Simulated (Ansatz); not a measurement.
# Lattice dynamics of Mg3SnO (built on the sites of a database entry of Sr3SnO), part 3 of 3

The cell of Mg3SnO (built on the sites of a database entry of Sr3SnO) is at rest. What are its phonons? After the zone centre comes a 4×4×4 q mesh on a 8×8×8 k mesh.

Ansatz 0.2.0; DFT RPBE, scalar-relativistic, plane waves, PAW.

So far, highest frequency on the path or at a solved wavevector (cm⁻¹): step 3 (phonons on a q mesh) 370.

The structure was built from a prototype and need not be the compound's stable phase.

## Step 4: Another isotope, element Mg, natural mass 24.305 amu (continued)

The same force constants with the mass of Mg changed from 24.305 to 25.983 u (phonopy, no LO-TO term). Both lists are sorted by frequency; levels can cross, so a row need not hold one and the same mode. Modes under 3 cm⁻¹ are left out. Isotope shifts, by row, the first 40 of 57 rows:

```
       q  rank  natural mass (cm⁻¹)  changed mass (cm⁻¹)
   0 0 0     4                144.1                141.3
   0 0 0     5                144.1                141.3
   0 0 0     6                144.1                141.3
   0 0 0     7                172.5                166.8
   0 0 0     8                172.5                166.8
   0 0 0     9                172.5                166.8
   0 0 0    10                247.4                243.7
   0 0 0    11                247.4                243.7
   0 0 0    12                247.4                243.7
   0 0 0    13                281.5                275.9
   0 0 0    14                281.5                275.9
   0 0 0    15                281.5                275.9
0 0 0.25     1                 59.8                59.24
0 0 0.25     2                 59.8                59.24
0 0 0.25     3                84.25                83.66
0 0 0.25     4                141.1                137.9
0 0 0.25     5                141.1                137.9
0 0 0.25     6                173.9                170.7
0 0 0.25     7                  177                171.2
0 0 0.25     8                178.1                172.3
0 0 0.25     9                178.1                172.3
0 0 0.25    10                258.5                252.6
0 0 0.25    11                258.5                252.6
0 0 0.25    12                266.6                257.8
0 0 0.25    13                278.3                274.9
0 0 0.25    14                278.3                274.9
0 0 0.25    15                307.2                  305
0 0 -0.5     1                88.84                88.73
0 0 -0.5     2                88.84                88.73
0 0 -0.5     3                  119                118.9
0 0 -0.5     4                131.4                127.4
0 0 -0.5     5                131.4                127.4
0 0 -0.5     6                178.3                174.1
0 0 -0.5     7                180.5                174.6
0 0 -0.5     8                182.8                  177
0 0 -0.5     9                182.8                  177
0 0 -0.5    10                259.2                250.8
0 0 -0.5    11                265.6                256.9
0 0 -0.5    12                265.6                256.9
0 0 -0.5    13                285.5                284.8
```

A mode of this element alone would shift by -3.28 %. The highest zone-centre frequency without the field goes from 281.5 to 275.9 cm⁻¹ (-2.0 %). The product of the frequency ratios over all optical modes at Γ is 0.768; the product rule, (m/m′)^(3k/2) (M′/M)^(3/2) with k = 3 such atoms and M the mass of the cell, gives 0.768.

## Step 5: Another isotope, element O, natural mass 15.999 amu

The same for O, from 16.00 to 18.00 u.

The same force constants with the mass of O changed from 15.999 to 17.999 u (phonopy, no LO-TO term). Both lists are sorted by frequency; levels can cross, so a row need not hold one and the same mode. Modes under 3 cm⁻¹ are left out. Isotope shifts, by row, the first 40 of 57 rows:

```
       q  rank  natural mass (cm⁻¹)  changed mass (cm⁻¹)
   0 0 0     4                144.1                  144
   0 0 0     5                144.1                  144
   0 0 0     6                144.1                  144
   0 0 0     7                172.5                172.5
   0 0 0     8                172.5                172.5
   0 0 0     9                172.5                172.5
   0 0 0    10                247.4                  238
   0 0 0    11                247.4                  238
   0 0 0    12                247.4                  238
   0 0 0    13                281.5                277.4
   0 0 0    14                281.5                277.4
   0 0 0    15                281.5                277.4
0 0 0.25     1                 59.8                59.61
0 0 0.25     2                 59.8                59.61
0 0 0.25     3                84.25                83.89
0 0 0.25     4                141.1                140.8
0 0 0.25     5                141.1                140.8
0 0 0.25     6                173.9                172.2
0 0 0.25     7                  177                  177
0 0 0.25     8                178.1                178.1
0 0 0.25     9                178.1                178.1
0 0 0.25    10                258.5                250.4
0 0 0.25    11                258.5                250.4
0 0 0.25    12                266.6                266.6
0 0 0.25    13                278.3                272.2
0 0 0.25    14                278.3                272.2
0 0 0.25    15                307.2                293.9
0 0 -0.5     1                88.84                88.84
0 0 -0.5     2                88.84                88.84
0 0 -0.5     3                  119                  119
0 0 -0.5     4                131.4                130.7
0 0 -0.5     5                131.4                130.7
0 0 -0.5     6                178.3                174.9
0 0 -0.5     7                180.5                180.5
0 0 -0.5     8                182.8                182.8
0 0 -0.5     9                182.8                182.8
0 0 -0.5    10                259.2                259.2
0 0 -0.5    11                265.6                265.5
0 0 -0.5    12                265.6                265.5
0 0 -0.5    13                285.5                270.6
```

A mode of this element alone would shift by -5.72 %. The highest zone-centre frequency without the field goes from 281.5 to 277.4 cm⁻¹ (-1.4 %). The product of the frequency ratios over all optical modes at Γ is 0.850; the product rule, (m/m′)^(3k/2) (M′/M)^(3/2) with k = 1 such atoms and M the mass of the cell, gives 0.850.

## Step 6: Another isotope, element Sn, natural mass 118.71 amu

The same for Sn, from 118.71 to 123.91 u.

A mode of this element alone would shift by -2.12 %. The highest zone-centre frequency without the field goes from 281.5 to 281.4 cm⁻¹ (-0.0 %). The product of the frequency ratios over all optical modes at Γ is 0.973; the product rule, (m/m′)^(3k/2) (M′/M)^(3/2) with k = 1 such atoms and M the mass of the cell, gives 0.973.

## Step 7: Summary of results

```json
{
 "space group (within 0.01 Å)": "Pm-3m",
 "volume per atom": "17.5 Å³",
 "electronic character": "no gap on this mesh",
 "highest optical mode at the zone centre (no LO-TO term)": "282 cm⁻¹",
 "lowest optical zone-centre mode": "144 cm⁻¹",
 "lowest mode on the q mesh (acoustic modes at Γ apart)": "58.9 cm⁻¹",
 "highest frequency on the path or at a solved wavevector": "370 cm⁻¹",
 "zero-point energy per atom": "35.9 meV",
 "heat capacity at 300 K": "23.0 J/(mol atoms K)",
 "vibrational entropy at 300 K": "30.3 J/(mol atoms K)",
 "Debye temperature (second moment)": "386 K",
 "imaginary modes on the 4×4×4 q mesh": "none"
}
```

What this shows: The structure is a minimum as far as tested: no mode is imaginary at the 10 irreducible wavevectors of the 4×4×4 mesh, and the softest away from the acoustic zeros lies at 59 cm⁻¹. The optical modes at Γ span 144 to 282 cm⁻¹. The highest mode in this list at Γ, 281.5 cm⁻¹, has its largest share on Mg (66 % of the kinetic energy). With no gap, or one that is small against the smearing, the frequencies hang on the k mesh and the smearing, most of all near Kohn anomalies. Spin-orbit coupling is left out, which can matter for the heavy elements here. A phonon run warned that its eigensolver left some bands unconverged in a pass. The starting cell was built on a prototype and not taken from a measurement, so the phase need not exist. These are harmonic frequencies at zero temperature: anharmonic shifts, linewidths and thermal expansion are left out.

[Logs are printed without paths, hosts, clocks, repeated set-up lines and the standing remarks that a program may print on its own settings, such as how far it seeks lower states.]

[Hosts, paths, dates, database ids (printed as entryN), source tags and the programs' standing remarks are cut or masked in the printed files.]
